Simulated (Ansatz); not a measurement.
Two G0W0 runs on Be3N2 (R3m).

It takes space group R3m (No. 160, trigonal). Conventional cell: a = 2.840 Å, b = 2.840 Å, c = 14.599 Å, α = 90.00°, β = 90.00°, γ = 120.00°. Nearest to Be lie 3 N at 1.65 Å. Nearest to Be lie 4 N at 1.66 to 1.84 Å. Be has 4 N at 1.68 to 1.78 Å nearest. N has 5 Be at 1.65 to 1.68 Å nearest. Nearest to N lie 6 Be at 1.78 to 1.84 Å. Farther neighbours and most contacts between anions are not listed.

```cif
data_structure
_symmetry_space_group_name_H-M 'P 1'
_symmetry_Int_Tables_number 1
_cell_length_a 5.1350
_cell_length_b 5.1350
_cell_length_c 5.1350
_cell_angle_alpha 32.103
_cell_angle_beta 32.103
_cell_angle_gamma 32.103
_cell_volume 33.98
loop_
_atom_site_label
_atom_site_type_symbol
_atom_site_fract_x
_atom_site_fract_y
_atom_site_fract_z
_atom_site_occupancy
Be1 Be 0.85900 0.85900 0.85900 1
Be2 Be 0.31769 0.31769 0.31769 1
Be3 Be 0.08881 0.08881 0.08881 1
N4 N 0.20416 0.20416 0.20416 1
N5 N 0.70843 0.70843 0.70843 1
```

The cell and positions are those that the Materials Project relaxed with its own functionals (PBE, PBE+U or r2SCAN), kept fixed.

The first (Ansatz 0.2.0; start LDA, 8×8×8 mesh, 269 empty bands, screening to 230 eV, PAW set soft_1 files; 1 × NVIDIA H100 80GB HBM3 (shared by 6 runs) with 2 threads of AMD EPYC 7R13 (Zen 3), shared host) gave, on its mesh: starting gap 2.70 eV, G0W0 gap 4.35 eV, RPA ε∞ (mean) 4.54, 2.1 min.

Q: The second changes empty bands from 269 to 44 and screening cutoff (eV) from 230.0 to 69. What does it give?

It gave: starting gap 2.70 eV, G0W0 gap 3.86 eV, RPA ε∞ (mean) 4.66, 47 s. The G0W0 gap moves by −0.49 eV, +0.00 eV from the start and −0.49 eV from the correction. Σc changes by +0.80 eV at the valence top and +0.31 eV at the conduction bottom, and Σx − Vxc between them by +0.00 eV.

Limits: not at the basis limit.

[Paths, hosts, dates, memory and timing lines, banners, echoed tables and standing remarks are left out of the program output.]

[Logs are printed without paths, hosts, clocks, repeated set-up lines and the standing remarks that a program may print on its own settings, such as how far it seeks lower states.]

[Runs of the session that timed out or met a known fault of the program may be left out.]

[Cells called generated may have been cut or substituted from an entry of the Crystallography Open Database or the Materials Project.]

[Hosts, paths, dates, database ids (printed as entryN), source tags and the programs' standing remarks are cut or masked in the printed files.]
